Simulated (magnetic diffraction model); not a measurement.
# Magnetic neutron pattern of Yb2ZnIr2

Space group P4/mbm (no. 127), a = 7.5560 Å, c = 3.5450 Å.

```csv
site,atom,x,y,z
4g,Ir,0.8732,0.6268,0
4h,Yb,0.1695,0.6695,1/2
2a,Zn,1/2,1/2,0
```

This is a made-up structure (elements placed in a structure type, unrelaxed), so the numbers test the method and describe no known phase.

Only Yb is taken to order (form factors of Yb3+); orders and moment sizes are assumed, and not adapted to the symmetry. Radiation: neutrons of λ = 2.567 Å (absorption by Ir left out), 8° to 90°; isotropic B of 0.09 Å² (Ir), 0.08 Å² (Yb) and 0.12 Å² (Zn). Simulated constant-wavelength pattern: nuclear and magnetic terms add, the magnetic one as |2.695 fm × Σ f S⊥ exp(2πi Q·r) exp(−B s²)|², summed over all Q at one angle with the factor 1/(sin²θ cos θ). For collinear order S is the moment m, which repeats by lattice and centring translations R with the sign exp(−2πi k·R). Free-ion form factors, Sears's scattering lengths of 1992, no absorption; a label names one of the reflections at its angle. The strongest nuclear line in the range is 100, and lines under 0.2 are left out.

Assume the order k = (1/2 1/2 1/2), collinear moments along [100], 2.5 μB on Yb; signs + at (0.1695, 0.6695, 1/2), − at (0.3305, 0.1695, 1/2), + at (0.6695, 0.8305, 1/2), − at (0.8305, 0.3305, 1/2).

Q: Where does magnetic intensity appear, and how strong is it?

```csv
2θ (°),index,nuclear,magnetic
25.09,(1/2 1/2 1/2),0.0,10.3
27.80,(1 1 0),10.3,0.0
37.80,(3/2 -1/2 1/2),0.0,2.9
39.72,(2 0 0),3.1,0.0
44.65,(2 1 0),0.8,0.0
47.56,(3/2 3/2 1/2),0.0,3.2
55.99,(5/2 1/2 1/2),0.0,2.9
57.43,(2 2 0),4.1,0.0
59.54,(2 0 1),16.4,0.0
63.30,(2 1 1),100.0,0.0
63.65,(5/2 -3/2 1/2),0.0,0.7
64.98,(3 1 0),34.7,0.0
67.59,(1/2 1/2 3/2),0.0,1.6
74.58,(3/2 -1/2 3/2),0.0,1.1
75.53,(3 2 0),8.5,0.0
77.70,(7/2 1/2 1/2),0.0,2.1
80.75,(3 1 1),1.3,0.0
81.35,(3/2 3/2 3/2),0.0,1.6
84.39,(7/2 3/2 1/2),0.0,0.6
85.60,(4 0 0),10.6,0.0
87.99,(5/2 1/2 3/2),0.0,1.8
88.91,(4 1 0),10.5,0.0
```

The strongest magnetic line in the range is (1/2 1/2 1/2) at 25.09° (10.3). On top of the Lorentz factor, which all lines share, magnetic lines fade with angle because f falls: for Yb3+ it is 0.97, 0.88, 0.76 and 0.51 at sin θ/λ = 0.1, 0.2, 0.3 and 0.5 Å⁻¹, while nuclear lengths stay constant. The order has no net moment.

[Logs are printed without paths, hosts, clocks, repeated set-up lines and the standing remarks that a program may print on its own settings, such as how far it seeks lower states.]
